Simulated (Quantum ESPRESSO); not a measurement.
# Beryllium (P6_3/mmc): from the cell to the phonon bands

How does Beryllium (P6_3/mmc) vibrate, and is this structure a minimum?

Program: Quantum ESPRESSO 7.5. Level of theory: DFT LDA, scalar-relativistic, plane waves, PseudoDojo norm-conserving pseudopotentials. Results are calculated unless marked as measured.

**Measured values to reproduce.**

For Be, hexagonal close-packed (crystalline beryllium, reference value from earlier work), “D retention and material defects probed using Raman microscopy in JET limiter samples and beryllium-based synthesized samples” (2021, arxiv:2109.15077) quotes earlier work: Raman mode (E2g) 455 cm⁻¹ [literature value quoted in the methods section; measurement temperature and sample not …].

This is a report of a sequence of runs, with most program output left out.

### 1. The structure

The structure is hexagonal, space group P6_3/mmc (No. 194). Conventional cell: a = 2.285 Å, b = 2.285 Å, c = 3.584 Å, α = 90.00°, β = 90.00°, γ = 120.00°. Nearest to Be lie 12 Be at 2.23 to 2.29 Å.

### 2. A probe with smearing

Before anything dear is run, a loose run with smearing shows whether this is a metal and how far the cell is from rest.

Input file probe.in:

```
&control
   calculation = 'scf'
   prefix = 'x'
   outdir = './tmp'
   pseudo_dir = './pseudo'
   tprnfor = .true.
   tstress = .true.
   verbosity = 'high'
/
&system
   ibrav = 4
   celldm(1) = 4.31859111
   celldm(3) = 1.56837177
   nat = 2
   ntyp = 1
   ecutwfc = 97.0
   occupations = 'smearing'
   smearing = 'gaussian'
   degauss = 0.01
/
&electrons
   conv_thr = 1.0d-07
   mixing_beta = 0.7
   electron_maxstep = 100
/
ATOMIC_SPECIES
 Be      9.0122  Be.upf
ATOMIC_POSITIONS crystal
 Be     0.333333330   0.666666670   0.250000000
 Be     0.666666670   0.333333330   0.750000000
K_POINTS automatic
 9 9 6 0 0 0
```

Launch:

```sh
OMP_NUM_THREADS=1 mpirun -n 4 pw.x -nk 4 -in probe.in > probe.out
```

The job ended after 6.9 s (4 MPI ranks of Intel Xeon at 2.50GHz (Skylake/Cascade Lake), shared host).

This step gave:

- volume per atom: 8.105 Å³
- pressure: -8.131 GPa
- gap on the k-mesh: 0 eV

No gap opens on this mesh, so smearing is kept; the start stands at -8.1 GPa.

### 3. Relaxation

The relaxation runs at a cutoff a fifth above that of the response, since stress converges more slowly with the basis than frequencies do. Forces and stress are brought to rest with tight thresholds.

Input file relax.in:

```
&control
   calculation = 'vc-relax'
   prefix = 'x'
   outdir = './tmp'
   pseudo_dir = './pseudo'
   tprnfor = .true.
   tstress = .true.
   forc_conv_thr = 2.0d-05
   etot_conv_thr = 1.0d-07
   nstep = 40
/
&system
   ibrav = 4
   celldm(1) = 4.31859111
   celldm(3) = 1.56837177
   nat = 2
   ntyp = 1
   ecutwfc = 116
   occupations = 'smearing'
   smearing = 'mv'
   degauss = 0.02
/
&electrons
   conv_thr = 1.0d-11
   mixing_beta = 0.7
   electron_maxstep = 100
/
&ions
/
&cell
   press_conv_thr = 0.2
/
ATOMIC_SPECIES
 Be      9.0122  Be.upf
ATOMIC_POSITIONS crystal
 Be     0.333333330   0.666666670   0.250000000
 Be     0.666666670   0.333333330   0.750000000
K_POINTS automatic
 18 18 10 0 0 0
```

Launch:

```sh
OMP_NUM_THREADS=1 mpirun -n 4 pw.x -nk 4 -in relax.in > relax.out
```

Wall time 2.3 min (4 MPI ranks).

Relaxation path:

```
step  energy less that of the first step (eV)  largest force (eV/Å)  pressure (GPa)  volume (Å³)
   1                                   0.0000                0.0000           -8.10        16.21
   2                                  -0.0246                0.0000           -3.49        15.55
   3                                  -0.0297                0.0000            0.37        15.07
   4                                  -0.0298                0.0000            0.01        15.11
   5                                  -0.0298                0.0000           -0.01        15.12
   6                                  -0.0298                0.0000            0.00        15.12
   7                                  -0.0297                0.0000            0.00        15.12
```

```
conventional cell, symmetrised  before  after  change
                         a (Å)   2.285  2.226  -2.6 %
                         b (Å)   2.285  2.226  -2.6 %
                         c (Å)   3.584  3.524  -1.7 %
              volume (Å³/atom)    8.11   7.56  -6.8 %
```

Final coordinates:

```cif
data_structure
_symmetry_space_group_name_H-M 'P 1'
_symmetry_Int_Tables_number 1
_cell_length_a 2.2255
_cell_length_b 2.2255
_cell_length_c 3.5240
_cell_angle_alpha 90.000
_cell_angle_beta 90.000
_cell_angle_gamma 120.000
_cell_volume 15.12
loop_
_atom_site_label
_atom_site_type_symbol
_atom_site_fract_x
_atom_site_fract_y
_atom_site_fract_z
_atom_site_occupancy
Be1 Be 0.33333 0.66667 0.25000 1
Be2 Be 0.66667 0.33333 0.75000 1
```

The last row of the table of steps is pw.x's closing run on a basis chosen anew for the final cell, so its energy can jump.

Numbers from this step:

* volume per atom: 7.558 Å³
* pressure: -0.001667 GPa

The volume changes by -6.8 % from the cell with which this run began.

### 4. Ground state

The response is built on this ground state, so it is converged far tighter than an energy would need. Smearing stays on, as the first look found no gap above 0.3 eV.

Input file scf.in:

```
&control
   calculation = 'scf'
   prefix = 'x'
   outdir = './tmp'
   pseudo_dir = './pseudo'
   tprnfor = .true.
   tstress = .true.
/
&system
   ibrav = 4
   celldm(1) = 4.20567423
   celldm(3) = 1.58340866
   nat = 2
   ntyp = 1
   ecutwfc = 97.0
   occupations = 'smearing'
   smearing = 'mv'
   degauss = 0.02
/
&electrons
   conv_thr = 1.0d-12
   mixing_beta = 0.7
   electron_maxstep = 100
/
ATOMIC_SPECIES
 Be      9.0122  Be.upf
ATOMIC_POSITIONS crystal
 Be     0.333333333   0.666666667   0.250000000
 Be     0.666666667   0.333333333   0.750000000
K_POINTS automatic
 18 18 10 0 0 0
```

Launch:

```sh
OMP_NUM_THREADS=1 mpirun -n 4 pw.x -nk 4 -in scf.in > scf.out
```

Elapsed: 28 s, on 4 MPI ranks; 99 s of CPU time.

Numbers from this step:

| Quantity | Value |
| --- | --- |
| pressure | 0.003333 GPa |

The cell stands at 0.0033 GPa, close enough for phonons.

### 5. Phonons on a q mesh

Linear response treats each wavevector in the unit cell, with no supercell; the 2×2×2 mesh fixes the range of the force constants to be had.

Input file ph.in:

```
phonons
&inputph
   prefix = 'x'
   outdir = './tmp'
   fildyn = 'x.dyn'
   tr2_ph = 1.0d-18
   alpha_mix(1) = 0.4
   nmix_ph = 8
   ldisp = .true.
   nq1 = 2
   nq2 = 2
   nq3 = 2
/
```

Launch:

```sh
OMP_NUM_THREADS=1 mpirun -n 4 ph.x -nk 4 -in ph.in > ph.out
```

Wall time 30 min (4 MPI ranks).

Numbers from this step:

| Item | Value |
| --- | --- |
| largest acoustic frequency at the zone centre before the sum rule | 3.22 cm⁻¹ |
| highest optical zone-centre mode (no LO-TO term) | 711.1 cm⁻¹ |
| lowest optical zone-centre mode | 479.5 cm⁻¹ |
| lowest mode on the q mesh (acoustic ones at the zone centre apart) | 368.4 cm⁻¹ |

Frequencies (cm⁻¹) at each irreducible wavevector; negative means imaginary. Frequencies by wavevector:

```
q (fractions)  star  mode 1  mode 2  mode 3  mode 4  mode 5  mode 6
        0 0 0     1    3.11    3.11    3.22   479.5   479.5   711.1
     0 0 -0.5     1   368.4   368.4   368.4   368.4   516.2   516.2
     0 -0.5 0     3   425.4   430.6   591.5   599.1   625.7   636.6
  0 -0.5 -0.5     3   514.3   514.3     538     538   672.4   672.4
```

The acoustic modes at Γ come out as far as 3.2 cm⁻¹ from zero, where they should vanish, a small numerical error.

### 6. Fourier transform to real space

The dynamical matrices of the mesh are Fourier-transformed to force constants in real space.

Input file q2r.in:

```
&input
   fildyn = 'x.dyn'
   zasr = 'crystal'
   flfrc = 'x.fc'
/
```

Launch:

```sh
q2r.x < q2r.in > q2r.out
```

Run time: 0.81 s. Hardware: 1 thread.

### 7. Interpolated phonon bands

From the force constants any wavevector is cheap; points of the mesh come back as solved, but for the sum rule and, in polar crystals, the LO-TO term at Γ; the rest is interpolation.

Input file matdyn.in:

```
&input
   asr = 'crystal'
   flfrc = 'x.fc'
   flfrq = 'x.freq'
   flvec = 'x.modes'
   q_in_band_form = .true.
   q_in_cryst_coord = .true.
/
12
  0.0000000   0.0000000   0.0000000  12  ! GAMMA
  0.5000000   0.0000000   0.0000000  12  ! M
  0.3333333   0.3333333   0.0000000  12  ! K
  0.0000000   0.0000000   0.0000000  12  ! GAMMA
  0.0000000   0.0000000   0.5000000  12  ! A
  0.5000000   0.0000000   0.5000000  12  ! L
  0.3333333   0.3333333   0.5000000  12  ! H
  0.0000000   0.0000000   0.5000000   1  ! A
  0.5000000   0.0000000   0.5000000  12  ! L
  0.5000000   0.0000000   0.0000000   1  ! M
  0.3333333   0.3333333   0.5000000  12  ! H
  0.3333333   0.3333333   0.0000000   1  ! K
```

Launch:

```sh
matdyn.x -in matdyn.in > matdyn.out
```

Run time: 0.74 s. Hardware: 1 thread.

Numbers from this step:

```
lowest frequency on the path : 0 cm⁻¹
```

Matdyn.x, sum rule crystal. The phonon branches at the labelled points (cm⁻¹):

```
    point  branch 1  branch 2  branch 3  branch 4  branch 5  branch 6
        Γ         0         0         0       480       480       711
  halfway       270       299       417       544       582       669
        M       425       431       592       599       626       637
  halfway       456       475       573       605       616       645
        K       519       519       538       601       601       658
  halfway       308       352       454       568       596       655
        Γ         0         0         0       480       480       711
  halfway       210       210       284       455       455       662
        A       368       368       368       368       516       516
  halfway       447       447       475       475       588       588
        L       514       514       538       538       672       672
  halfway       517       517       565       565       668       668
        H       522       522       593       593       663       663
  halfway       466       466       498       498       605       605
        A       368       368       368       368       516       516
jump to L       514       514       538       538       672       672
  halfway       452       481       570       575       640       664
        M       425       431       592       599       626       637
jump to H       522       522       593       593       663       663
  halfway       523       523       553       631       631       638
        K       519       519       538       601       601       658
```

Lowest modes at the softest wavevector of the mesh; phase exp(i q.(R + tau)). Modes at q = (0.000, 0.000, 0.500):

```
mode  frequency (cm⁻¹)
   1             368.4
   2             368.4
   3             368.4
   4             368.4
   5             516.2
   6             516.2
```

Displacements in mode 1 (368.4 cm⁻¹), the largest set to 1, in the home cell:
```
Be1  0.00  0.00  0.00
Be2  0.00 -1.00  0.00
```

Displacements in mode 5 (516.2 cm⁻¹), the largest set to 1, in the home cell:
```
Be1  0.00  0.00  0.00
Be2  0.00  0.00 -1.00
```

Force constants by pair (phonopy on the run's constants); pairs near half the supercell's span include their periodic images. Pair force constants, by row:

```
atom  neighbour  distance (Å)  third of the trace (eV/Å²)  along the pair's line (eV/Å²)
 Be1     itself             0                       9.455                              –
 Be1         Be         2.181                     -0.8936                         -1.889
 Be1         Be         2.226                      -1.272                         -2.761
 Be1         Be         3.116                      0.0141                         0.0149
 Be1         Be         3.524                      -0.367                         -1.085
 Be1         Be         4.168                      0.0207                         0.1706
 Be2     itself             0                       9.455                              –
 Be2         Be         2.181                     -0.8936                         -1.889
 Be2         Be         2.226                      -1.272                         -2.761
 Be2         Be         3.116                      0.0141                         0.0149
 Be2         Be         3.524                      -0.367                         -1.085
 Be2         Be         4.168                      0.0207                         0.1706
```

Mode patterns, pair constants, displacements and means over the zone were worked out by phonopy from the force constants of q2r.x.

All branches are real along the path.

### 8. Density of states

Sums over the zone need many more wavevectors than were solved, so the interpolation is sampled on a dense mesh.

Input file matdyn.in:

```
&input
   asr = 'crystal'
   flfrc = 'x.fc'
   dos = .true.
   fldos = 'x.dos'
   nk1 = 23
   nk2 = 23
   nk3 = 13
   deltaE = 1.0
/
```

Launch:

```sh
matdyn.x -in matdyn.in > matdyn.out
```

The job ended after 29 s (1 thread).

Numbers from this step:

- share of modes beyond 3i cm⁻¹ on the dense interpolated mesh: 0

The phonon density of states has structure finer than the step of the table below, so its rows give means over 25 cm⁻¹, whole bins alone (the curve runs from 0 to 712 cm⁻¹). Peaks (cm⁻¹: height): 524.0: 0.0236, 556.0: 0.0261, 600.0: 0.0239, 656.0: 0.0353.

Tetrahedra. Table of phonon density of states by wavenumber; means over each step:

```
wavenumber (cm⁻¹)  phonon density of states (1/cm⁻¹/cell)
               25                                  9.2e-6
               50                                  3.9e-5
               75                                  1.2e-4
              100                                  2.4e-4
              125                                  3.9e-4
              150                                  5.8e-4
              175                                  8.2e-4
              200                                 0.00111
              225                                 0.00147
              250                                 0.00189
              275                                 0.00241
              300                                 0.00305
              325                                 0.00384
              350                                 0.00494
              375                                 0.00614
              400                                 0.00815
              425                                  0.0117
              450                                  0.0145
              475                                  0.0172
              500                                  0.0200
              525                                  0.0198
              550                                  0.0229
              575                                  0.0218
              600                                  0.0206
              625                                  0.0162
              650                                  0.0281
              675                                  0.0108
```

### 9. Zone-centre analysis

A rigid shift of the crystal must cost nothing, but grids and finite bases break this; the acoustic sum rule is imposed before the matrix is diagonalised again.

Input file dynmat.in:

```
&input
   fildyn = 'x.dyn1'
   asr = 'crystal'
   fileig = 'dynmat.eig'
/
```

Launch:

```sh
dynmat.x -in dynmat.in > dynmat.out
```

The job ended after 0.68 s (1 thread).

Unit eigenvectors of the mass-weighted matrix after the sum rule; no LO-TO term. Modes at Γ:

```
mode  frequency (cm⁻¹)  symmetry
   1               0.0  acoustic
   2               0.0  acoustic
   3               0.0  acoustic
   4             479.5       E2g
   5             479.5       E2g
   6             711.1       B1g
```

Displacements in mode 4 (479.5 cm⁻¹), the largest set to 1:
```
Be1  0.00  1.00  0.00
Be2  0.00 -1.00  0.00
```

Displacements in mode 6 (711.1 cm⁻¹), the largest set to 1:
```
Be1  0.00  0.00  1.00
Be2  0.00  0.00 -1.00
```

The rule moves no optical mode by more than 0.1 cm⁻¹.

### 10. Sum rules set otherwise: a sum rule for molecules or wires on a crystal

This rule also removes rotations, which suits wires and not a crystal; it is tried to see the harm.

Input file dynmat.in:

```
&input
   fildyn = 'x.dyn1'
   asr = 'one-dim'
   fileig = 'dynmat.eig'
/
```

Launch:

```sh
dynmat.x -in dynmat.in > dynmat.out
```

The job ended after 0.68 s (1 thread).

The program raised no error, yet the settings are not those of a careful run.

The fault: a sum rule for molecules or wires on a crystal; 1 optical mode is projected out to zero frequency, as if it were a rotation.

For a crystal the rule has to be 'simple' or 'crystal'.

Zone-centre frequencies as printed; negative means imaginary. Modes:

```
mode  frequency (cm⁻¹)
   1                 0
   2                 0
   3                 0
   4                 0
   5             479.5
   6             711.1
```

### 11. Sum rules set otherwise (asr no)

Without the rule the raw error of the acoustic modes shows.

Input file dynmat.in:

```
&input
   fildyn = 'x.dyn1'
   asr = 'no'
   fileig = 'dynmat.eig'
/
```

Launch:

```sh
dynmat.x -in dynmat.in > dynmat.out
```

The job ended after 0.69 s (1 thread).

Zone-centre frequencies as printed; negative means imaginary. Modes:

```
mode  frequency (cm⁻¹)
   1              3.11
   2              3.11
   3              3.22
   4             479.5
   5             479.5
   6             711.1
```

Against the first rule no mode moves by more than 3.3 cm⁻¹.

### 12. The dispersion under another sum rule (asr no)

The sum rule corrects the force constants themselves, so it can shift branches at any wavevector, low ones most.

Input file matdyn.in:

```
&input
   asr = 'no'
   flfrc = 'x.fc'
   flfrq = 'x.freq'
   flvec = 'x.modes'
   q_in_band_form = .true.
   q_in_cryst_coord = .true.
/
12
  0.0000000   0.0000000   0.0000000   8  ! GAMMA
  0.5000000   0.0000000   0.0000000   8  ! M
  0.3333333   0.3333333   0.0000000   8  ! K
  0.0000000   0.0000000   0.0000000   8  ! GAMMA
  0.0000000   0.0000000   0.5000000   8  ! A
  0.5000000   0.0000000   0.5000000   8  ! L
  0.3333333   0.3333333   0.5000000   8  ! H
  0.0000000   0.0000000   0.5000000   1  ! A
  0.5000000   0.0000000   0.5000000   8  ! L
  0.5000000   0.0000000   0.0000000   1  ! M
  0.3333333   0.3333333   0.5000000   8  ! H
  0.3333333   0.3333333   0.0000000   1  ! K
```

Launch:

```sh
matdyn.x -in matdyn.in > matdyn.out
```

It took 0.67 s on 1 thread.

Read from the output:

| Quantity | Value |
| --- | --- |
| lowest frequency on the path | 3.108 cm⁻¹ |

Matdyn.x, sum rule no. Phonon branches along the path, in cm⁻¹:

```
    point  branch 1  branch 2  branch 3  branch 4  branch 5  branch 6
        Γ         3         3         3       480       480       711
  halfway       270       299       417       544       582       669
        M       425       431       592       599       626       637
  halfway       456       475       573       605       616       645
        K       519       519       538       601       601       658
  halfway       308       352       454       568       596       655
        Γ         3         3         3       480       480       711
  halfway       210       210       284       455       455       662
        A       368       368       368       368       516       516
  halfway       447       447       475       475       588       588
        L       514       514       538       538       672       672
  halfway       517       517       565       565       668       668
        H       522       522       593       593       663       663
  halfway       466       466       498       498       605       605
        A       368       368       368       368       516       516
jump to L       514       514       538       538       672       672
  halfway       452       481       570       575       640       664
        M       425       431       592       599       626       637
jump to H       522       522       593       593       663       663
  halfway       523       523       553       631       631       638
        K       519       519       538       601       601       658
```

At the labelled points the branches move by no more than 3.3 cm⁻¹.

### 13. Summary of results

* space group after relaxation: P6_3/mmc
* volume per atom: 7.56 Å³
* highest optical zone-centre mode (no LO-TO term): 711.1 cm⁻¹
* lowest optical zone-centre mode: 479.5 cm⁻¹
* q mesh: 2×2×2
* lowest mode on the q mesh (acoustic ones at the zone centre apart): 368.4 cm⁻¹
* imaginary modes on the q mesh: none

In words: Beryllium (P6_3/mmc) is dynamically stable on the 2×2×2 mesh; its spectrum reaches 711 cm⁻¹. At the LDA level the optical modes of Beryllium (P6_3/mmc) at the zone centre run from 480 to 711 cm⁻¹. These are harmonic frequencies at zero temperature: anharmonic shifts and linewidths and thermal expansion are left out. In a metal the frequencies hang on the k mesh and the smearing, most of all near Kohn anomalies. The q mesh stands for a supercell only 4.5 Å across, so branches between the solved wavevectors are rough.

Computed beside measured:

```
              quantity  measured  LDA PseudoDojo norm-conserving, Quantum ESPRESSO
Raman mode, E2g (cm⁻¹)       455                                      480 (+5.4 %)
```

Measured values from arxiv:2109.15077 (2021).

**Verdict.** The Raman mode is off by +5.4 %: fair agreement. The grades are ours: good and fair within 3 and 7 % for the Raman mode. For Raman mode the calculation has a static lattice, without zero-point motion or thermal expansion.

[Host names and launcher messages were left out of these logs when they were recorded.]

[Logs are printed without paths, hosts, clocks, repeated set-up lines and the standing remarks that a program may print on its own settings, such as how far it seeks lower states.]

[Hosts, paths, dates, database ids (printed as entryN), source tags and the programs' standing remarks are cut or masked in the printed files.]
